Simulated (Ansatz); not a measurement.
# A hypothetical structure for Nb2V3Ga3

This structure for Nb2V3Ga3 is made up. Its elements were placed in a known structure type with a cell scaled to their sizes. What cell does the guess relax to, and how far off was it?

Calculated with Ansatz 0.2.0; DFT, PBEsol, plane-wave PAW, files of the set soft_1, scalar-relativistic, ferromagnetic start, cell and ions relaxed at zero pressure; PAW set soft_1, in the first sound run; inputs show where later runs differ.

**1. The structure**

It takes space group P-4m2 (No. 115, tetragonal). Conventional cell: a = 3.737 Å, b = 3.737 Å, c = 8.440 Å, α = 90.00°, β = 90.00°, γ = 90.00°. Nearest to Nb lie 6 V at 2.64 to 2.79 Å and 6 Ga at 2.79 to 2.85 Å. Ga has 4 Ga at 2.64 Å and 4 Nb at 2.85 Å and 4 V at 2.85 Å nearest. Nearest to Ga lie 8 V at 2.64 to 2.79 Å and 4 Nb at 2.79 Å. Nearest to Ga lie 4 Ga at 2.64 Å and 4 Nb at 2.85 Å and 4 V at 2.85 Å. Nearest to V lie 4 Ga at 2.64 Å and 4 V at 2.79 Å and 4 Nb at 2.79 Å. Nearest to V lie 4 Nb at 2.64 Å and 6 Ga at 2.79 to 2.85 Å and 2 V at 2.79 Å. Farther neighbours are not listed.

As a file:

```cif
data_structure
_symmetry_space_group_name_H-M 'P 1'
_symmetry_Int_Tables_number 1
_cell_length_a 3.7370
_cell_length_b 3.7370
_cell_length_c 8.4400
_cell_angle_alpha 90.000
_cell_angle_beta 90.000
_cell_angle_gamma 90.000
_cell_volume 117.87
loop_
_atom_site_label
_atom_site_type_symbol
_atom_site_fract_x
_atom_site_fract_y
_atom_site_fract_z
_atom_site_occupancy
Nb1 Nb 0.00000 0.50000 0.24580 1
Nb2 Nb 0.50000 0.00000 0.75420 1
Ga3 Ga 0.50000 0.50000 0.50000 1
Ga4 Ga 0.00000 0.00000 0.00000 1
Ga5 Ga 0.00000 0.00000 0.50000 1
V6 V 0.50000 0.50000 0.00000 1
V7 V 0.50000 0.00000 0.24520 1
V8 V 0.00000 0.50000 0.75480 1
```

**2. Relaxing cell and atoms**

The guessed cell has no reason to be at equilibrium. It is relaxed with the atoms, within the space group of the guess.

File input.yaml:

```yaml
crystal:
  lattice:
    - [3.737, 0.0, 0.0]
    - [0.0, 3.737, 0.0]
    - [0.0, 0.0, 8.44]
  atoms:
    - { symbol: Nb, position: [0.0, 0.5, 0.2458] }
    - { symbol: Nb, position: [0.5, 0.0, 0.7542] }
    - { symbol: Ga, position: [0.5, 0.5, 0.5] }
    - { symbol: Ga, position: [0.0, 0.0, 0.0] }
    - { symbol: Ga, position: [0.0, 0.0, 0.5] }
    - { symbol: V, position: [0.5, 0.5, 0.0], spin: 2.0 }
    - { symbol: V, position: [0.5, 0.0, 0.2452], spin: 2.0 }
    - { symbol: V, position: [0.0, 0.5, 0.7548], spin: 2.0 }
magnetization:
  spin_polarized: true
kpoints:
  mp_grid: { grid: [7, 7, 3] }
scf:
  occupations: { method: fermi_dirac, width: 0.05 }
hamiltonian:
  xc: pbesol
  pseudopotentials: { kind: paw, azcp: { folder: soft_1 }, xc_functional: pbe }
relax:
  f_tol: 0.015
  max_steps: 70
  cell: {}
output:
  forces: true
  stress: true
```

Run with:

```sh
ansatz run input.yaml --threads 4 --pin off --max-ram 10240MiB --backend cpu --events-out ev --progress --plain --runs-dir out
```

Numbers of over 12 decimals in the logs are rounded to 6 here.

The program printed:

```text
Engine: ansatz 0.2.0, x86_64-unknown-linux-gnu
Pseudopotentials: kind: paw
Pseudopotential: Nb, paw, valence charge 13, recommended cutoff 420 eV (normal), soft_1/Nb.paw.azcp
Pseudopotential: Ga, paw, valence charge 13, recommended cutoff 420 eV (normal), soft_1/Ga.paw.azcp
Pseudopotential: V, paw, valence charge 13, recommended cutoff 420 eV (normal), soft_1/V.paw.azcp
Functional definition: PBEsol
  exchange = pbesol_x
  correlation = pbesol_c
Crystal: 8 atoms, lattice volume = 117.866 Å³
Basis set: ecut = 420 eV, 2317 PW (Γ), exchange–correlation on 50×50×120 points (8 copies of the dense FFT grid, shifted against one another)
Bands: 66, of which v1, the nominal top of the filled ones, is band 52 counted from 1 (51 counted from 0)
Symmetry: 8 space group operations
Space group: P-4m2 (ITA 115), of the structure as read, at distance tolerance 4.9e-5 Å
Magnetic group: BNS 115.283 (UNI 943), of the structure as read, at distance tolerance 4.9e-5 Å
k-points: 20 of 147 (time reversal used)
Non-local potential: Nb, projectors of the file, l = 0: 3, l = 1: 2, l = 2: 2, l = 3: 1
Non-local potential: Ga, projectors of the file, l = 0: 2, l = 1: 2, l = 2: 3, l = 3: 1
Non-local potential: V, projectors of the file, l = 0: 3, l = 1: 2, l = 2: 3, l = 3: 1
PAW form: soft (Blöchl's): semilocal exchange-correlation on the pseudo side does not see the compensation charge
PAW frozen core: Nb, regenerated for the run's functional, and the local potential with it (the file was generated under x = pbe(κ = 0.804, μ = 0.219515), c = pbe(β = 0.066725))
PAW frozen core: Ga, regenerated for the run's functional, and the local potential with it (the file was generated under x = pbe(κ = 0.804, μ = 0.219515), c = pbe(β = 0.066725))
PAW frozen core: V, regenerated for the run's functional, and the local potential with it (the file was generated under x = pbe(κ = 0.804, μ = 0.219515), c = pbe(β = 0.066725))
PAW one-centre angular grid: Nb, 590 points (default); XC on 64 Gauss nodes
PAW one-centre angular grid: Ga, 590 points (default); XC on 64 Gauss nodes
PAW one-centre angular grid: V, 590 points (default); XC on 64 Gauss nodes
Initial density: superposition of atomic densities (chi_scale 0.1, normalization cell)
Starting moments: Σ|m| = 6 μB on 3 of 8 sites
Initial wavefunctions: pseudopotential atomic-orbital guess
Functional: x = pbesol(κ = 0.804, μ = 0.123457), c = pbesol(β = 0.046)
SCF iter   1: F=—  HF=-28877.682621 eV  |F-HF|=—  |Δ(HF+E_count)|=         —  Δρ=5.11e-2 (↑5.11e-2 ↓3.66e-2)  dr2=8.37e0  dr2_m=8.46e-1  M=3.759 μB ∫|m|=4.605 μB  β_m=0.30  ethr=3.10e-3  ⟨swp⟩=6.2  Hψ=8583  notcnv=0  defer=2
Mixer restart at iter 1: flushing history
preconditioner: auto → Kerker (q_TF=auto, 2.672 Å⁻¹)  [metal: Δε(μ)=0.006 eV  Ē_g=13.712 eV  σ=0.050 eV  W_gap=0.03  n_scr=38 (ndim 8)  ℏωp=29.8 eV  f_vac=0.000  D(μ)=5.84/eV (n_scr^D=56)]
spin=Collinear: Kerker preconditioning applied to the charge; magnetization (m = ρ↑ − ρ↓) channel mixes plain (no charge-response kernel on spin).
SCF iter   2: F=—  HF=-28876.984233 eV  |F-HF|=—  |Δ(HF+E_count)|=   6.98e-1  Δρ=3.57e-2 (↑3.57e-2 ↓3.05e-2)  dr2=5.40e0  dr2_m=4.89e-1  M=3.574 μB ∫|m|=4.475 μB  β_m=0.64  ethr=3.10e-3  ⟨swp⟩=3.0  Hψ=4912  notcnv=0  defer=130
SCF iter   3: F=—  HF=-28877.638963 eV  |F-HF|=—  |Δ(HF+E_count)|=   6.55e-1  Δρ=1.47e-2 (↑1.47e-2 ↓1.29e-2)  dr2=1.02e0  dr2_m=1.48e-1  M=2.651 μB ∫|m|=3.728 μB  β_m=0.65  ethr=3.10e-3  ⟨swp⟩=3.0  Hψ=4843  notcnv=0  defer=130
SCF iter   4: F=—  HF=-28877.575481 eV  |F-HF|=—  |Δ(HF+E_count)|=   6.35e-2  Δρ=1.00e-2 (↑1.00e-2 ↓8.63e-3)  dr2=2.02e-1  dr2_m=7.90e-2  M=2.111 μB ∫|m|=3.152 μB  β_m=0.83  ethr=9.80e-4  ⟨swp⟩=2.4  Hψ=4802  notcnv=0  defer=107
SCF iter   5: F=—  HF=-28878.141611 eV  |F-HF|=—  |Δ(HF+E_count)|=         —  Δρ=2.55e-2 (↑2.55e-2 ↓2.47e-2)  dr2=3.44e-2  dr2_m=6.66e-1  M=0.279 μB ∫|m|=0.923 μB  β_m=1.00  ethr=1.94e-4  ⟨swp⟩=2.4  Hψ=4744  notcnv=0  defer=107
Mixer restart at iter 5: flushing history
SCF iter   6: F=—  HF=-28878.023271 eV  |F-HF|=—  |Δ(HF+E_count)|=   1.18e-1  Δρ=8.19e-3 (↑8.19e-3 ↓4.55e-3)  dr2=8.89e-2  dr2_m=2.50e-2  M=0.141 μB ∫|m|=0.446 μB  β_m=0.83  ethr=4.81e-5  ⟨swp⟩=2.5  Hψ=5087  notcnv=0  defer=112
SCF iter   7: F=—  HF=-28878.033099 eV  |F-HF|=—  |Δ(HF+E_count)|=   9.83e-3  Δρ=5.83e-3 (↑4.25e-3 ↓5.83e-3)  dr2=4.75e-2  dr2_m=8.59e-3  M=0.078 μB ∫|m|=0.254 μB  β_m=0.66  ethr=4.81e-5  ⟨swp⟩=3.0  Hψ=6142  notcnv=0  defer=102
SCF iter   8: F=—  HF=-28877.972353 eV  |F-HF|=—  |Δ(HF+E_count)|=   6.07e-2  Δρ=2.54e-3 (↑2.54e-3 ↓2.48e-3)  dr2=1.48e-3  dr2_m=6.52e-3  M=0.068 μB ∫|m|=0.221 μB  β_m=0.83  ethr=4.56e-5  ⟨swp⟩=2.1  Hψ=4467  notcnv=0  defer=96
SCF iter   9: F=—  HF=-28877.972991 eV  |F-HF|=—  |Δ(HF+E_count)|=   6.37e-4  Δρ=7.63e-4 (↑7.63e-4 ↓3.95e-4)  dr2=6.14e-4  dr2_m=1.93e-4  M=0.010 μB ∫|m|=0.038 μB  β_m=0.76  ethr=1.42e-6  ⟨swp⟩=2.0  Hψ=5104  notcnv=0  defer=96
SCF iter  10: F=—  HF=-28877.972729 eV  |F-HF|=—  |Δ(HF+E_count)|=   2.62e-4  Δρ=3.18e-4 (↑1.59e-4 ↓3.18e-4)  dr2=3.47e-4  dr2_m=2.48e-5  M=0.001 μB ∫|m|=0.014 μB  β_m=0.80  ethr=5.91e-7  ⟨swp⟩=2.0  Hψ=4612  notcnv=0  defer=96
SCF iter  11: F=—  HF=-28877.972691 eV  |F-HF|=—  |Δ(HF+E_count)|=   3.82e-5  Δρ=1.32e-4 (↑1.32e-4 ↓8.48e-5)  dr2=2.58e-5  dr2_m=5.51e-6  M=0.001 μB ∫|m|=0.007 μB  β_m=0.84  ethr=3.34e-7  ⟨swp⟩=2.0  Hψ=3527  notcnv=0  defer=96
SCF iter  12: F=—  HF=-28877.972699 eV  |F-HF|=—  |Δ(HF+E_count)|=   8.37e-6  Δρ=8.61e-5 (↑8.61e-5 ↓5.78e-5)  dr2=2.22e-5  dr2_m=1.27e-6  M=0.000 μB ∫|m|=0.003 μB  β_m=0.89  ethr=2.48e-8  ⟨swp⟩=2.0  Hψ=3915  notcnv=0  defer=96
SCF iter  13: F=—  HF=-28877.972702 eV  |F-HF|=—  |Δ(HF+E_count)|=   3.39e-6  Δρ=3.03e-5 (↑3.03e-5 ↓2.23e-5)  dr2=1.30e-6  dr2_m=3.82e-7  M=-0.000 μB ∫|m|=0.001 μB  β_m=0.81  ethr=2.13e-8  ⟨swp⟩=2.0  Hψ=4403  notcnv=0  defer=96
SCF iter  14: F=—  HF=-28877.972701 eV  |F-HF|=—  |Δ(HF+E_count)|=   1.11e-6  Δρ=1.02e-5 (↑1.02e-5 ↓8.81e-6)  dr2=1.82e-7  dr2_m=7.41e-8  M=-0.000 μB ∫|m|=0.001 μB  β_m=0.91  ethr=1.25e-9  ⟨swp⟩=2.0  Hψ=3935  notcnv=0  defer=96
SCF iter  15: F=—  HF=-28877.972701 eV  |F-HF|=—  |Δ(HF+E_count)|=   3.62e-8  Δρ=5.81e-6 (↑4.27e-6 ↓5.81e-6)  dr2=1.02e-7  dr2_m=6.05e-9  M=-0.000 μB ∫|m|=0.000 μB  β_m=0.92  ethr=1.75e-10  ⟨swp⟩=2.0  Hψ=3214  notcnv=0  defer=96
SCF iter  16: F=—  HF=-28877.972701 eV  |F-HF|=—  |Δ(HF+E_count)|=   2.71e-8  Δρ=9.25e-7 (↑9.25e-7 ↓9.03e-7)  dr2=2.00e-9  dr2_m=4.53e-10  M=-0.000 μB ∫|m|=0.000 μB  β_m=0.94  ethr=9.81e-11  ⟨swp⟩=2.0  Hψ=4497  notcnv=0  defer=96
[...]
relax step   5: F+E_penalty+E_count = -28878.03362564 eV  Δ(F+E_penalty+E_count) = -9.546e-5 eV  max|allowed force component| = 7.496e-4 eV/Å  Δτ_max = 0.0025 Å  P = +0.011 GPa  Ω = 116.994 Å³  energy of the carried Pulay correction = +4.228e-4 eV  (9 SCF iters, dr2 threshold 2.94e-8 eV, accepted)
Basis set: ecut = 420 eV, 2291 PW (Γ), exchange–correlation on 54×54×120 points (8 copies of the dense FFT grid, shifted against one another)
Initial wavefunctions: pseudopotential atomic-orbital guess (no wavefunctions were taken with the density)
iter 1 solved again at ethr=3.44e-8 eV; its pass at ethr=3.10e-3 eV (dr2=3.58e-5 eV) is discarded
SCF iter   1: F=—  HF=-28878.033202 eV  |F-HF|=—  |Δ(HF+E_count)|=         —  Δρ=1.06e-4 (↑1.06e-4 ↓1.06e-4)  dr2=1.31e-6  dr2_m=1.31e-11  M=0.000 μB ∫|m|=0.000 μB  β_m=0.65  ethr=3.44e-8  ⟨swp⟩=3.0  Hψ=15936  notcnv=0
preconditioner: auto → Kerker (q_TF=auto, 2.398 Å⁻¹)  [metal: Δε(μ)=0.045 eV  Ē_g=10.243 eV  σ=0.050 eV  W_gap=0.22  n_scr=30 (ndim 8)  ℏωp=27.5 eV  f_vac=0.000  D(μ)=5.08/eV (n_scr^D=38)]
spin=Collinear: Kerker preconditioning applied to the charge; magnetization (m = ρ↑ − ρ↓) channel mixes plain (no charge-response kernel on spin).
SCF iter   2: F=—  HF=-28878.033200 eV  |F-HF|=—  |Δ(HF+E_count)|=   2.17e-6  Δρ=3.83e-5 (↑3.83e-5 ↓3.83e-5)  dr2=1.88e-7  dr2_m=4.33e-12  M=0.000 μB ∫|m|=0.000 μB  β_m=0.63  ethr=1.26e-9  ⟨swp⟩=1.9  Hψ=3446  notcnv=0
SCF iter   3: F=—  HF=-28878.033200 eV  |F-HF|=—  |Δ(HF+E_count)|=   5.23e-9  Δρ=3.93e-6 (↑3.91e-6 ↓3.93e-6)  dr2=1.61e-8  dr2_m=2.34e-12  M=0.000 μB ∫|m|=0.000 μB  β_m=0.56  ethr=1.81e-10  ⟨swp⟩=2.0  Hψ=3296  notcnv=0
SCF iter   4: F=—  HF=-28878.033200 eV  |F-HF|=—  |Δ(HF+E_count)|=   1.18e-8  Δρ=1.55e-6 (↑1.51e-6 ↓1.55e-6)  dr2=1.09e-8  dr2_m=1.50e-12  M=0.000 μB ∫|m|=0.000 μB  β_m=0.78  ethr=1.55e-11  ⟨swp⟩=2.0  Hψ=3908  notcnv=0
SCF iter   5: F=—  HF=-28878.033200 eV  |F-HF|=—  |Δ(HF+E_count)|=   3.25e-8  Δρ=9.16e-7 (↑8.96e-7 ↓9.16e-7)  dr2=6.32e-9  dr2_m=2.87e-13  M=0.000 μB ∫|m|=0.000 μB  β_m=0.89  ethr=1.05e-11  ⟨swp⟩=2.0  Hψ=4474  notcnv=0
SCF iter   6: F=—  HF=-28878.033200 eV  |F-HF|=—  |Δ(HF+E_count)|=   1.46e-7  Δρ=6.89e-7 (↑6.89e-7 ↓6.88e-7)  dr2=1.86e-9  dr2_m=2.12e-15  M=0.000 μB ∫|m|=0.000 μB  β_m=0.76  ethr=6.08e-12  ⟨swp⟩=2.0  Hψ=4764  notcnv=0
SCF iter   7: F=—  HF=-28878.033200 eV  |F-HF|=—  |Δ(HF+E_count)|=   2.35e-9  Δρ=1.60e-7 (↑1.60e-7 ↓1.56e-7)  dr2=1.42e-10  dr2_m=1.53e-14  M=0.000 μB ∫|m|=0.000 μB  β_m=0.88  ethr=1.78e-12  ⟨swp⟩=2.0  Hψ=4680  notcnv=0
SCF iter   8: F=—  HF=-28878.033200 eV  |F-HF|=—  |Δ(HF+E_count)|=  2.55e-10  Δρ=3.61e-8 (↑3.47e-8 ↓3.61e-8)  dr2=1.72e-11  dr2_m=1.09e-14  M=0.000 μB ∫|m|=0.000 μB  β_m=0.94  ethr=1.00e-12  ⟨swp⟩=2.0  Hψ=3154  notcnv=0
SCF iter   9: F=—  HF=-28878.033200 eV  |F-HF|=—  |Δ(HF+E_count)|=    0.00e0  Δρ=3.23e-8 (↑3.23e-8 ↓3.16e-8)  dr2=5.68e-12  dr2_m=1.47e-15  M=0.000 μB ∫|m|=0.000 μB  β_m=0.77  ethr=1.00e-12  ⟨swp⟩=1.0  Hψ=2640  notcnv=0
SCF iter  10: F=—  HF=-28878.033200 eV  |F-HF|=—  |Δ(HF+E_count)|=    0.00e0  Δρ=1.65e-8 (↑1.65e-8 ↓1.63e-8)  dr2=1.20e-12  dr2_m=3.28e-16  M=0.000 μB ∫|m|=0.000 μB  β_m=0.68  ethr=1.00e-12  ⟨swp⟩=1.0  Hψ=2640  notcnv=0
SCF iter  11: F=-28878.033200 eV  HF=-28878.033200 eV  |F-HF|=5.82e-11  |Δ(HF+E_count)|=  7.28e-12  Δρ=7.69e-8 (↑7.69e-8 ↓7.67e-8)  dr2=5.93e-11  dr2_m=8.20e-17  M=0.000 μB ∫|m|=0.000 μB  ethr=1.00e-12  ⟨swp⟩=2.0  Hψ=5926  notcnv=0
the starting moments were not kept: the SCF closed with an absolute magnetisation of 5.7e-8 μB, where they sum to 6 μB in size (3 sites). That is at most 0.1 of that sum. Measured as dr2_m measures the in/out step, that magnetisation stands 4.9e-16 eV from none, at or under the dr2_threshold of 8.0e-11 eV: it is no larger than a step whose dr2_m would equal this threshold.
SCF 6 converged in 11 iterations: F = -28878.033200 eV  dr2 = 5.93e-11
relax step   6: F+E_penalty+E_count = -28878.03320047 eV  Δ(F+E_penalty+E_count) = +4.252e-4 eV  max|allowed force component| = 7.197e-4 eV/Å  Δτ_max = 0.0000 Å  P = +0.009 GPa  Ω = 116.994 Å³  stress off target by 1.01e-2 GPa  SCF on the basis re-selected at this cell (its energy is not comparable with the rows above)  (11 SCF iters)
basis re-selected at this cell: Δ(F+E_penalty+E_count) = +4.252e-4 eV, ΔP = -0.002 GPa vs the last step (what re-selecting the basis moved, of the pressure what is left beyond the Pulay correction that the steps carried, after the strain that the cell walked since its last selection, with what the two solves' SCF thresholds leave and, on support functions, any second-order correction that the steps lacked; it is no measure of the basis error at this ecutwfc). The dense FFT grid was sized anew with the basis: this SCF ran on 27×27×60 points, the steps before it on 25×25×60, so part of this shift can come from that change (see relax.cell in the input reference). [rest of the remark cut]
SCF converged after 11 iterations
Magnetization: 0.0000 μB (52.0000 up, 52.0000 down)
Absolute magnetization: 0.0000 μB (∫|ρ↑−ρ↓|, with the PAW one-centre terms)
Spin contamination: 0.0000 ħ² per cell (⟨S²⟩ above its minimum at these occupations)
Per-site moments (μB) at R_I (Å): [(-5.771787765342118e-9, 1.095146), (-5.771787527787845e-9, 1.095146), (-4.686357686180848e-10, 1.095146), (-2.706699389078116e-10, 1.095146), (-4.841339856962389e-10, 1.095146), (-3.6347279220797378e-9, 1.095146), (1.6096694822061476e-8, 1.095146), (1.6096694548244388e-8, 1.095146)]
Free energy (F): -28878.033200 eV
Harris-Foulkes:  -28878.033200 eV  (|F-HF|=5.82e-11)
Internal energy: -28877.989825 eV  (E = F + TS)
E sigma→0 (E₀):  -28878.011513 eV
Entropy (-TS):   -0.043375 eV (-5.422 meV/atom)
Fermi energy:    16.306824 eV
--- Per-component energies (eV) ---
  E_band       = -484.927942
  E_kinetic    = 1980.059349
  E_local      = -7399.693494  (includes V_loc(G=0)·N_el)
  E_nonlocal   = 167.974084
  E_hartree    = 3936.274247
  E_xc         = -866.848967
  E_vxc        = -1012.115415  (∫ρ·V_xc dr)
  E_paw        = -15205.521538  (= ΣΔE_a)
  E_vpaw       = -2093.703369  (= ΣTr[D̂ρ^β])
  E_aug_tail   = 0.002461  (compensation charges beyond the density's cutoff)
  E_ewald      = -11493.651363
  E_core_change = 3.415394  (= ΣΔE_core)
  E_smearing   = -0.043375  (= −TS)
  E_closure    = -0.000000  (closes the sum)
  Σ components = -28878.033200   (vs F -28878.033200, Δ=0.00e0)
--- Forces (eV/Å), atoms counted from 1 ---
  atom   1  Nb    -0.00000000    -0.00000000     0.00071974
  atom   2  Nb    -0.00000000    -0.00000000    -0.00071974
  atom   3  Ga    -0.00000000    -0.00000000    -0.00000000
  atom   4  Ga    -0.00000000    -0.00000000    -0.00000000
  atom   5  Ga     0.00000000     0.00000000     0.00000000
  atom   6  V     -0.00000000    -0.00000000    -0.00000000
  atom   7  V      0.00000000     0.00000000     0.00063430
  atom   8  V      0.00000000     0.00000000    -0.00063430
  max |Σ_I F_I| component: 1.32e-17 eV/Å
--- Stress (GPa, compression-positive) ---
        0.010050      -0.000000      -0.000000
       -0.000000       0.010050      -0.000000
       -0.000000      -0.000000       0.006911
  P = ⅓ Tr σ = 0.0090 GPa (0.090 kbar)
--- Relaxed structure (5 steps of the walk, 5 accepted, 1 SCFs on fresh bases) ---
  F+E_penalty+E_count = -28878.03320047 eV   max|allowed force component| = 7.197e-4 eV/Å   (the final SCF, on the basis selected at the relaxed cell)
  cell:  # Å, volume = 116.9935 Å³
    - [3.754595, 0, 0]
    - [0, 3.754595, 0.0]
    - [0, 0.0, 8.299187]
  atoms:
    - { symbol: Nb, position: [0, 0.5, 0.250964] }
    - { symbol: Nb, position: [0.5, 0, 0.749036] }
    - { symbol: Ga, position: [0.5, 0.5, 0.5] }
    - { symbol: Ga, position: [0, 0, -3.853799191299187e-19] }
    - { symbol: Ga, position: [0, 0, 0.5] }
    - { symbol: V, position: [0.5, 0.5, -3.8537991912991874e-19] }
    - { symbol: V, position: [0.5, 0, 0.251078] }
    - { symbol: V, position: [0, 0.5, 0.748922] }
```

It took 21 s on 4 threads of AMD EPYC 9B45 (Zen 5), shared host; peak memory 0.69 GiB.

The steps of the relaxation:

```csv
step,energy less that of the first step (eV),largest force component (eV/Å),pressure (GPa),volume (Å³)
1,0.0000,0.5695,-0.86,117.87
2,-0.0032,0.9443,1.86,115.79
3,-0.0598,0.0991,-0.07,117.05
4,-0.0608,0.0217,-0.06,117.05
5,-0.0609,0.0008,0.01,116.99
6*,-0.0605,0.0007,0.01,116.99
```

Relaxation steps marked * repeat the geometry before them on a plane-wave basis chosen anew for their cell, so energy and pressure can jump there.

Forces are held to the 8 operations that the run works with; a distortion that breaks them can't arise in this run.

```csv
"conventional cell, symmetrised",before,after,change
a (Å),3.737,3.755,+0.5 %
b (Å),3.737,3.755,+0.5 %
c (Å),8.440,8.299,-1.7 %
volume (Å³/atom),14.73,14.62,-0.7 %
```

The atoms that moved most (Å, as changes of fractional coordinates times the final cell):

```csv
atom,dx,dy,dz,length
V7,0.000,0.000,0.049,0.049
V8,0.000,0.000,-0.049,0.049
Nb1,0.000,0.000,0.043,0.043
Nb2,0.000,0.000,-0.043,0.043
```

Numbers from this step:

```
free energy             : -28878.0332 eV
energy at zero smearing : -28878.0115 eV
smearing term TS        : 0.04338 eV
Fermi energy            : 16.31 eV
electrons               : 104
symmetry operations     : 8
pressure                : 0.009004 GPa
```

The shortest distance of each pair, which need not be the same contact before and after:

```csv
pair,guess (Å),relaxed (Å)
Ga–Ga,2.642,2.655
Ga–V,2.642,2.655
Nb–V,2.642,2.655
Ga–Nb,2.792,2.792
V–V,2.788,2.805
```

The relaxation ends with a largest force component of 7.2e-4 eV/Å and a pressure of 0.01 GPa. No moment survives the cycle: this start ends non-magnetic.

(Part 1 of 2 ends here.)

[Logs are printed without paths, hosts, clocks, repeated set-up lines and the standing remarks that a program may print on its own settings, such as how far it seeks lower states.]

[Hosts, paths, dates, database ids (printed as entryN), source tags and the programs' standing remarks are cut or masked in the printed files.]
